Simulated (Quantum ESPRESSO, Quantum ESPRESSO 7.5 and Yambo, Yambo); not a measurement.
**A GW chain in Yambo: PbO (Massicot)**

How does a plane-wave GW calculation on PbO (Massicot) run from the first input to the gap?

Program: Quantum ESPRESSO 7.5 and Yambo 5.3.0. Level of theory: PBEsol and many-body steps on it, plane waves. Results are calculated unless marked as measured.

**Experimental background.**

- Gap 2.5 eV: literature experimental band gap; bulk crystal (literature value for beta-PbO) (quoted in “X-ray spectroscopic study of amorphous and polycrystalline PbO films, α-PbO, and β-PbO for direct conversion imaging”, 2017, pmc:5640621).

## 1. The structure

It takes space group Pbcm (No. 57, orthorhombic). The conventional cell has a = 5.893 Å, b = 5.490 Å, c = 4.753 Å, α = 90.00°, β = 90.00°, γ = 90.00°. Pb has 4 O at 2.22 to 2.48 Å nearest. O has 4 Pb at 2.22 to 2.48 Å nearest. Farther neighbours and most contacts between anions are not listed.

The cell and positions come from the Crystallography Open Database and are kept as given unless a step says otherwise. Spin-orbit coupling is left out unless a step names it.

## 2. Ground state

This step: Quantum ESPRESSO 7.5; DFT, PBEsol, plane waves, norm-conserving pseudopotentials.

The ground-state density comes first.

Contents of pw.in:

```
&control
  calculation = 'scf'
  prefix = 'x'
  outdir = 'o'
  pseudo_dir = 'pseudo'
/
&system
  ibrav = 0
  nat = 8
  ntyp = 2
  ecutwfc = 76.0
  nbnd = 64
  force_symmorphic = .true.
/
&electrons
  conv_thr = 1e-10
  electron_maxstep = 80
  mixing_beta = 0.5
/
ATOMIC_SPECIES
  Pb 207.2 Pb.upf
  O 15.999 O.upf
CELL_PARAMETERS angstrom
  5.8931000000 0.0000000000 0.0000000000
  0.0000000000 5.4904000000 0.0000000000
  0.0000000000 0.0000000000 4.7528000000
ATOMIC_POSITIONS crystal
  Pb 0.2297000000 0.9884000000 0.2500000000
  Pb 0.7703000000 0.0116000000 0.7500000000
  Pb 0.2297000000 0.5116000000 0.7500000000
  Pb 0.7703000000 0.4884000000 0.2500000000
  O 0.8653000000 0.0917000000 0.2500000000
  O 0.1347000000 0.9083000000 0.7500000000
  O 0.8653000000 0.4083000000 0.7500000000
  O 0.1347000000 0.5917000000 0.2500000000
K_POINTS automatic
  4 4 4 0 0 0
```

Started as:

```bash
> OMP_NUM_THREADS=1 mpirun -n 4 pw.x -nk 4 -in pw.in > pw.out
```

The log of the run:

```text
Program PWSCF v.7.5 starts

     This program is part of the open-source Quantum ESPRESSO suite
     for quantum simulation of materials; please cite
         "P. Giannozzi et al., J. Phys.:Condens. Matter 21 395502 (2009);
         "P. Giannozzi et al., J. Phys.:Condens. Matter 29 465901 (2017);
         "P. Giannozzi et al., J. Chem. Phys. 152 154105 (2020);
     in publications or presentations arising from this work. More details at
     Message from routine setup:
     using ibrav=0 with symmetry is DISCOURAGED, use correct ibrav instead

     G-vector sticks info

     bravais-lattice index     =            0
     lattice parameter (alat)  =      11.1363  a.u.
     unit-cell volume          =    1037.7529 (a.u.)^3
     number of atoms/cell      =            8
     number of atomic types    =            2
     number of electrons       =       112.00
     number of Kohn-Sham states=           64
     kinetic-energy cutoff     =      76.0000  Ry
     charge density cutoff     =     304.0000  Ry
     scf convergence threshold =      1.0E-10
     mixing beta               =       0.5000
     number of iterations used =            8  plain     mixing
     Exchange-correlation= PBESOL
                           (   1   4  10   8   0   0   0)

     celldm(1)=  11.136345  celldm(2)=   0.000000  celldm(3)=   0.000000
     celldm(4)=   0.000000  celldm(5)=   0.000000  celldm(6)=   0.000000

     crystal axes: (cart. coord. in units of alat)
               a(1) = (   1.000000   0.000000   0.000000 )
               a(2) = (   0.000000   0.931666   0.000000 )
               a(3) = (   0.000000   0.000000   0.806503 )

     reciprocal axes: (cart. coord. in units 2 pi/alat)
               b(1) = (  1.000000  0.000000  0.000000 )
               b(2) = (  0.000000  1.073346  0.000000 )
               b(3) = (  0.000000  0.000000  1.239922 )
     Pseudo is Norm-conserving + core correction, Zval = 22.0
     Generated using ONCVPSP code by D. R. Hamann
     Using radial grid of 1678 points,  6 beta functions with:
     Pseudo is Norm-conserving + core correction, Zval =  6.0
     Generated using ONCVPSP code by D. R. Hamann
     Using radial grid of  936 points,  5 beta functions with:
     Pb               22.00   207.20000     Pb( 1.00)
     O                 6.00    15.99900     O ( 1.00)

      2 Sym. Ops., with inversion, found

   Cartesian axes

     site n.     atom                  positions (alat units)
         1        Pb     tau(   1) = (   0.2297000   0.9208585   0.2016256  )
         2        Pb     tau(   2) = (   0.7703000   0.0108073   0.6048769  )
         3        Pb     tau(   3) = (   0.2297000   0.4766402   0.6048769  )
         4        Pb     tau(   4) = (   0.7703000   0.4550256   0.2016256  )
         5        O      tau(   5) = (   0.8653000   0.0854338   0.2016256  )
         6        O      tau(   6) = (   0.1347000   0.8462321   0.6048769  )
         7        O      tau(   7) = (   0.8653000   0.3803992   0.6048769  )
         8        O      tau(   8) = (   0.1347000   0.5512667   0.2016256  )

     number of k points=    36
                       cart. coord. in units 2pi/alat
        k(    1) = (   0.0000000   0.0000000   0.0000000), wk =   0.0312500
        k(    2) = (   0.0000000   0.0000000   0.3099804), wk =   0.0625000
        k(    3) = (   0.0000000   0.0000000  -0.6199609), wk =   0.0312500
        k(    4) = (   0.0000000   0.2683366   0.0000000), wk =   0.0625000
        k(    5) = (   0.0000000   0.2683366   0.3099804), wk =   0.0625000
        k(    6) = (   0.0000000   0.2683366  -0.6199609), wk =   0.0625000
        k(    7) = (   0.0000000  -0.5366731   0.0000000), wk =   0.0312500
        k(    8) = (   0.0000000  -0.5366731   0.3099804), wk =   0.0625000
        k(    9) = (   0.0000000  -0.5366731  -0.6199609), wk =   0.0312500
        k(   10) = (   0.2500000   0.0000000   0.0000000), wk =   0.0625000
     [... 24 further rows ...]
        k(   35) = (   0.2500000   0.5366731  -0.3099804), wk =   0.0625000
        k(   36) = (   0.5000000   0.2683366  -0.3099804), wk =   0.0625000

     Dense  grid:    92805 G-vectors     FFT dimensions: (  64,  60,  50)

     Initial potential from superposition of free atoms

     starting charge     111.9923, renormalised to     112.0000
     Starting wfcs are   68 randomized atomic wfcs

     per-process dynamical memory:   178.8 Mb

     Self-consistent Calculation

     iteration #  1     ecut=    76.00 Ry     beta= 0.50

     total energy              =   -1807.46677179 Ry
     estimated scf accuracy    <       2.53239530 Ry

     iteration #  2     ecut=    76.00 Ry     beta= 0.50

     total energy              =   -1807.92449062 Ry
     estimated scf accuracy    <       3.37325766 Ry

     iteration #  3     ecut=    76.00 Ry     beta= 0.50

     total energy              =   -1808.53675732 Ry
     estimated scf accuracy    <       0.04924299 Ry

     iteration #  4     ecut=    76.00 Ry     beta= 0.50

     total energy              =   -1808.53783684 Ry
     estimated scf accuracy    <       0.01578577 Ry

     iteration #  5     ecut=    76.00 Ry     beta= 0.50

     total energy              =   -1808.54096509 Ry
     estimated scf accuracy    <       0.00342302 Ry

     iteration #  6     ecut=    76.00 Ry     beta= 0.50

     total energy              =   -1808.54132821 Ry
     estimated scf accuracy    <       0.00009052 Ry

     iteration #  7     ecut=    76.00 Ry     beta= 0.50

     total energy              =   -1808.54137008 Ry
     estimated scf accuracy    <       0.00015624 Ry

     iteration #  8     ecut=    76.00 Ry     beta= 0.50

     total energy              =   -1808.54137227 Ry
     estimated scf accuracy    <       0.00002726 Ry

     iteration #  9     ecut=    76.00 Ry     beta= 0.50

     total energy              =   -1808.54137412 Ry
     estimated scf accuracy    <       0.00000210 Ry

     iteration # 10     ecut=    76.00 Ry     beta= 0.50

     total energy              =   -1808.54137454 Ry
     estimated scf accuracy    <       0.00000006 Ry

     iteration # 11     ecut=    76.00 Ry     beta= 0.50

     total energy              =   -1808.54137455 Ry
     estimated scf accuracy    <          6.7E-09 Ry

     iteration # 12     ecut=    76.00 Ry     beta= 0.50

     End of self-consistent calculation

          k = 0.0000 0.0000 0.0000 ( 11587 PWs)   bands (ev):

  -127.9980-127.9979-127.9979-127.9979 -69.6598 -69.6598 -69.6590 -69.6588
   -69.6549 -69.6544 -69.6541 -69.6536 -69.6040 -69.6035 -69.6033 -69.6031
    -7.4670  -7.3550  -7.2492  -7.1467  -5.3019  -5.2445  -5.2419  -5.2347
    -5.2000  -5.1571  -5.1465  -5.1001  -5.0662  -5.0499  -5.0136  -5.0070
    -4.9887  -4.9778  -4.9723  -4.9483  -4.9315  -3.9079  -3.8852  -3.8119
     3.2234   3.6456   4.0013   4.6556   5.5273   6.1473   6.1601   7.2998
     7.5544   8.1169   8.2114   8.2338   8.8573   8.8835   9.7586  10.1125
    13.4745  13.9968  14.6596  15.4442  15.6075  16.1843  17.2834  17.3196

          k = 0.0000 0.0000 0.3100 ( 11641 PWs)   bands (ev):

  -127.9980-127.9980-127.9980-127.9979 -69.6597 -69.6596 -69.6591 -69.6589
   -69.6547 -69.6543 -69.6541 -69.6538 -69.6038 -69.6035 -69.6033 -69.6033
    -7.3374  -7.2798  -7.2014  -7.1139  -5.2601  -5.2292  -5.2226  -5.2025
    -5.1760  -5.1540  -5.1411  -5.1065  -5.0737  -5.0678  -5.0355  -5.0218
[...]
k = 0.0000 0.0000-0.6200 ( 11608 PWs)   bands (ev):

  -127.9980-127.9980-127.9979-127.9979 -69.6594 -69.6594 -69.6593 -69.6593
[...]
-5.1341  -5.1341  -5.1217  -5.1217  -5.0886  -5.0886  -5.0853  -5.0853
    -5.0366  -5.0366  -4.9984  -4.9984  -4.6669  -4.6669  -3.9828  -3.9828
     2.6432   2.6432   3.5851   3.5851   6.9322   6.9322   7.0316   7.0316
     8.2861   8.2861   8.8197   8.8197   9.2885   9.2885   9.8644   9.8644
    14.2556  14.2556  14.9801  14.9801  15.0459  15.0459  15.4972  15.4972

          k = 0.0000 0.2683 0.0000 ( 11643 PWs)   bands (ev):

     [... further k-points ...]

     highest occupied, lowest unoccupied level (ev):    10.1235   12.4831

!    total energy              =   -1808.54137455 Ry
     estimated scf accuracy    <          5.7E-11 Ry

     The total energy is the sum of the following terms:
     one-electron contribution =   -1025.39156131 Ry
     hartree contribution      =     524.78097185 Ry
     xc contribution           =    -302.54935083 Ry
     ewald contribution        =   -1005.38143426 Ry

     convergence has been achieved in  12 iterations

     XML data file, charge density, pseudopotentials, collected wavefunctions

=------------------------------------------------------------------------------=
   JOB DONE.
=------------------------------------------------------------------------------=
```

Wall time 2.1 min (4 MPI ranks of Arm Neoverse V1, shared host); peak memory 1 GiB.

This step gave:

```yaml
total_energy: -24606.4589 eV
gap: 2.360 eV
k_of_the_valence_top: -0.5, 0, 0
k_of_the_conduction_bottom: -0.5, -0.5, 0.25
least_direct_gap: 2.650 eV
```

The gap is indirect, with the least direct gap 0.29 eV higher.

## 3. Bands along the symmetry lines

Levels along a band path, at the cheap level, show where the edges lie and whether the meshes to come will hold them.

Contents of pw.in:

```
&control
  calculation = 'bands'
  prefix = 'x'
  outdir = 'o'
  pseudo_dir = 'pseudo'
/
&system
  ibrav = 0
  nat = 8
  ntyp = 2
  ecutwfc = 76.0
  nbnd = 62
  force_symmorphic = .true.
/
&electrons
  conv_thr = 1e-9
  electron_maxstep = 80
  diago_full_acc = .true.
  diago_thr_init = 5e-6
/
ATOMIC_SPECIES
  Pb 207.2 Pb.upf
  O 15.999 O.upf
CELL_PARAMETERS angstrom
  5.8931000000 0.0000000000 0.0000000000
  0.0000000000 5.4904000000 0.0000000000
  0.0000000000 0.0000000000 4.7528000000
ATOMIC_POSITIONS crystal
  Pb 0.2297000000 0.9884000000 0.2500000000
  Pb 0.7703000000 0.0116000000 0.7500000000
  Pb 0.2297000000 0.5116000000 0.7500000000
  Pb 0.7703000000 0.4884000000 0.2500000000
  O 0.8653000000 0.0917000000 0.2500000000
  O 0.1347000000 0.9083000000 0.7500000000
  O 0.8653000000 0.4083000000 0.7500000000
  O 0.1347000000 0.5917000000 0.2500000000
K_POINTS crystal
  100
  0.00000000 0.00000000 0.00000000 1
  0.06250000 0.00000000 0.00000000 1
  0.12500000 0.00000000 0.00000000 1
  0.18750000 0.00000000 0.00000000 1
  0.25000000 0.00000000 0.00000000 1
  0.31250000 0.00000000 0.00000000 1
  0.37500000 0.00000000 0.00000000 1
  0.43750000 0.00000000 0.00000000 1
  0.50000000 0.00000000 0.00000000 1
  0.50000000 0.06250000 0.00000000 1
  0.50000000 0.12500000 0.00000000 1
  0.50000000 0.18750000 0.00000000 1
  0.50000000 0.25000000 0.00000000 1
  0.50000000 0.31250000 0.00000000 1
  0.50000000 0.37500000 0.00000000 1
  0.50000000 0.43750000 0.00000000 1
  0.50000000 0.50000000 0.00000000 1
  0.43750000 0.50000000 0.00000000 1
  0.37500000 0.50000000 0.00000000 1
  0.31250000 0.50000000 0.00000000 1
  0.25000000 0.50000000 0.00000000 1
  0.18750000 0.50000000 0.00000000 1
  0.12500000 0.50000000 0.00000000 1
  0.06250000 0.50000000 0.00000000 1
  0.00000000 0.50000000 0.00000000 1
  0.00000000 0.43750000 0.00000000 1
  0.00000000 0.37500000 0.00000000 1
  0.00000000 0.31250000 0.00000000 1
  0.00000000 0.25000000 0.00000000 1
  0.00000000 0.18750000 0.00000000 1
  0.00000000 0.12500000 0.00000000 1
  0.00000000 0.06250000 0.00000000 1
  0.00000000 0.00000000 0.00000000 1
  0.00000000 0.00000000 0.06250000 1
  0.00000000 0.00000000 0.12500000 1
  0.00000000 0.00000000 0.18750000 1
  0.00000000 0.00000000 0.25000000 1
  0.00000000 0.00000000 0.31250000 1
  0.00000000 0.00000000 0.37500000 1
  0.00000000 0.00000000 0.43750000 1
  0.00000000 0.00000000 0.50000000 1
  0.06250000 0.00000000 0.50000000 1
  0.12500000 0.00000000 0.50000000 1
  0.18750000 0.00000000 0.50000000 1
  0.25000000 0.00000000 0.50000000 1
  0.31250000 0.00000000 0.50000000 1
  0.37500000 0.00000000 0.50000000 1
  0.43750000 0.00000000 0.50000000 1
  0.50000000 0.00000000 0.50000000 1
  0.50000000 0.06250000 0.50000000 1
  0.50000000 0.12500000 0.50000000 1
  0.50000000 0.18750000 0.50000000 1
  0.50000000 0.25000000 0.50000000 1
  0.50000000 0.31250000 0.50000000 1
  0.50000000 0.37500000 0.50000000 1
  0.50000000 0.43750000 0.50000000 1
  0.50000000 0.50000000 0.50000000 1
  0.43750000 0.50000000 0.50000000 1
  0.37500000 0.50000000 0.50000000 1
  0.31250000 0.50000000 0.50000000 1
  0.25000000 0.50000000 0.50000000 1
  0.18750000 0.50000000 0.50000000 1
  0.12500000 0.50000000 0.50000000 1
  0.06250000 0.50000000 0.50000000 1
  0.00000000 0.50000000 0.50000000 1
  0.00000000 0.43750000 0.50000000 1
  0.00000000 0.37500000 0.50000000 1
  0.00000000 0.31250000 0.50000000 1
  0.00000000 0.25000000 0.50000000 1
  0.00000000 0.18750000 0.50000000 1
  0.00000000 0.12500000 0.50000000 1
  0.00000000 0.06250000 0.50000000 1
  0.00000000 0.00000000 0.50000000 1
  0.50000000 0.00000000 0.00000000 1
  0.50000000 0.00000000 0.06250000 1
  0.50000000 0.00000000 0.12500000 1
  0.50000000 0.00000000 0.18750000 1
  0.50000000 0.00000000 0.25000000 1
  0.50000000 0.00000000 0.31250000 1
  0.50000000 0.00000000 0.37500000 1
  0.50000000 0.00000000 0.43750000 1
  0.50000000 0.00000000 0.50000000 1
  0.00000000 0.50000000 0.00000000 1
  0.00000000 0.50000000 0.06250000 1
  0.00000000 0.50000000 0.12500000 1
  0.00000000 0.50000000 0.18750000 1
  0.00000000 0.50000000 0.25000000 1
  0.00000000 0.50000000 0.31250000 1
  0.00000000 0.50000000 0.37500000 1
  0.00000000 0.50000000 0.43750000 1
  0.00000000 0.50000000 0.50000000 1
  0.50000000 0.50000000 0.00000000 1
  0.50000000 0.50000000 0.06250000 1
  0.50000000 0.50000000 0.12500000 1
  0.50000000 0.50000000 0.18750000 1
  0.50000000 0.50000000 0.25000000 1
  0.50000000 0.50000000 0.31250000 1
  0.50000000 0.50000000 0.37500000 1
  0.50000000 0.50000000 0.43750000 1
  0.50000000 0.50000000 0.50000000 1
```

The log of the run:

```text
[banner, memory and clock lines left out]
Program PWSCF v.7.5 starts

     Atomic positions and unit cell read from directory:
     o/x.save/

     Message from routine setup:
     using ibrav=0 with symmetry is DISCOURAGED, use correct ibrav instead

     G-vector sticks info

     bravais-lattice index     =            0
     lattice parameter (alat)  =      11.1363  a.u.
     unit-cell volume          =    1037.7529 (a.u.)^3
     number of atoms/cell      =            8
     number of atomic types    =            2
     number of electrons       =       112.00
     number of Kohn-Sham states=           62
     kinetic-energy cutoff     =      76.0000  Ry
     charge density cutoff     =     304.0000  Ry
     Exchange-correlation= PBESOL
                           (   1   4  10   8   0   0   0)

     celldm(1)=  11.136345  celldm(2)=   0.000000  celldm(3)=   0.000000
     celldm(4)=   0.000000  celldm(5)=   0.000000  celldm(6)=   0.000000

     crystal axes: (cart. coord. in units of alat)
               a(1) = (   1.000000   0.000000   0.000000 )
               a(2) = (   0.000000   0.931666   0.000000 )
               a(3) = (   0.000000   0.000000   0.806503 )

     reciprocal axes: (cart. coord. in units 2 pi/alat)
               b(1) = (  1.000000  0.000000  0.000000 )
               b(2) = (  0.000000  1.073346  0.000000 )
               b(3) = (  0.000000  0.000000  1.239922 )
     Pseudo is Norm-conserving + core correction, Zval = 22.0
     Generated using ONCVPSP code by D. R. Hamann
     Using radial grid of 1678 points,  6 beta functions with:
     Pseudo is Norm-conserving + core correction, Zval =  6.0
     Generated using ONCVPSP code by D. R. Hamann
     Using radial grid of  936 points,  5 beta functions with:
     Pb               22.00   207.20000     Pb( 1.00)
     O                 6.00    15.99900     O ( 1.00)

      2 Sym. Ops., with inversion, found

   Cartesian axes

     site n.     atom                  positions (alat units)
         1        Pb     tau(   1) = (   0.2297000   0.9208585   0.2016256  )
         2        Pb     tau(   2) = (   0.7703000   0.0108073   0.6048769  )
         3        Pb     tau(   3) = (   0.2297000   0.4766402   0.6048769  )
         4        Pb     tau(   4) = (   0.7703000   0.4550256   0.2016256  )
         5        O      tau(   5) = (   0.8653000   0.0854338   0.2016256  )
         6        O      tau(   6) = (   0.1347000   0.8462321   0.6048769  )
         7        O      tau(   7) = (   0.8653000   0.3803992   0.6048769  )
         8        O      tau(   8) = (   0.1347000   0.5512667   0.2016256  )

     number of k points=   100

     Number of k-points >= 100: set verbosity='high' to print them.

     Dense  grid:    92805 G-vectors     FFT dimensions: (  64,  60,  50)

     The potential is recalculated from file :
     o/x.save/charge-density

     Starting wfcs are   68 randomized atomic wfcs

     Band Structure Calculation

     End of band structure calculation

     Number of k-points >= 100: set verbosity='high' to print the bands.

     XML data file, pseudopotentials, collected wavefunctions
```

Wall time 75 s (4 MPI ranks); peak memory 0.6 GiB.

Numbers from this step:

- gap: 2.074 eV
- k of the valence top: 0.5, 0, 0
- k of the conduction bottom: 0.5, 0.5, 0.375
- least direct gap: 2.358 eV

The gap is 2.074 eV, −0.286 eV from the run before at this level.

The electronic bands at the labelled points (eV, zero at the top of the highest filled band):

```csv
point,band 53,band 54,band 55,band 56,band 57,band 58,band 59,band 60
Γ,-1.27,-1.24,-0.36,-0.01,3.35,3.87,4.54,5.32
halfway,-1.29,-1.05,-0.18,-0.10,2.64,3.97,4.04,5.51
X,-1.31,-0.61,-0.50,0.00,2.79,3.17,3.66,4.91
halfway,-1.37,-0.70,-0.46,-0.08,2.57,3.15,3.82,4.92
S,-0.64,-0.64,-0.48,-0.48,3.12,3.12,4.12,4.12
halfway,-0.87,-0.87,-0.23,-0.23,3.57,3.57,4.41,4.41
Y,-0.97,-0.97,-0.19,-0.19,4.10,4.10,4.91,4.91
halfway,-1.39,-1.05,-0.18,-0.07,3.68,4.09,4.61,4.66
Γ,-1.27,-1.24,-0.36,-0.01,3.35,3.87,4.54,5.32
halfway,-1.26,-0.78,-0.57,-0.02,3.50,4.27,4.34,5.04
Z,-0.83,-0.83,-0.26,-0.26,4.13,4.13,4.86,4.86
halfway,-0.79,-0.79,-0.21,-0.21,3.49,3.49,4.03,4.03
U,-0.50,-0.50,-0.39,-0.39,3.15,3.15,3.66,3.66
halfway,-0.48,-0.48,-0.44,-0.44,2.62,2.62,2.98,2.98
R,-0.54,-0.54,-0.54,-0.54,2.48,2.48,2.48,2.48
halfway,-0.68,-0.68,-0.68,-0.68,2.92,2.92,2.92,2.92
T,-0.77,-0.77,-0.77,-0.77,3.39,3.39,3.39,3.39
halfway,-0.83,-0.83,-0.46,-0.46,3.59,3.59,4.11,4.11
Z,-0.83,-0.83,-0.26,-0.26,4.13,4.13,4.86,4.86
jump to X,-1.31,-0.61,-0.50,0.00,2.79,3.17,3.66,4.91
halfway,-0.59,-0.52,-0.50,-0.23,3.12,3.25,3.52,4.54
U,-0.50,-0.50,-0.39,-0.39,3.15,3.15,3.66,3.66
jump to Y,-0.97,-0.97,-0.19,-0.19,4.10,4.10,4.91,4.91
halfway,-0.84,-0.84,-0.37,-0.37,3.52,3.52,4.06,4.06
T,-0.77,-0.77,-0.77,-0.77,3.39,3.39,3.39,3.39
jump to S,-0.64,-0.64,-0.48,-0.48,3.12,3.12,4.12,4.12
```

[end of part 1 of 3]

[Paths, hosts, dates, memory and timing lines, banners, echoed tables and standing remarks are left out of the program output.]

[Logs are printed without paths, hosts, clocks, repeated set-up lines and the standing remarks that a program may print on its own settings, such as how far it seeks lower states.]

[Runs of the session that timed out or met a known fault of the program may be left out.]

[Hosts, paths, dates, database ids (printed as entryN), source tags and the programs' standing remarks are cut or masked in the printed files.]
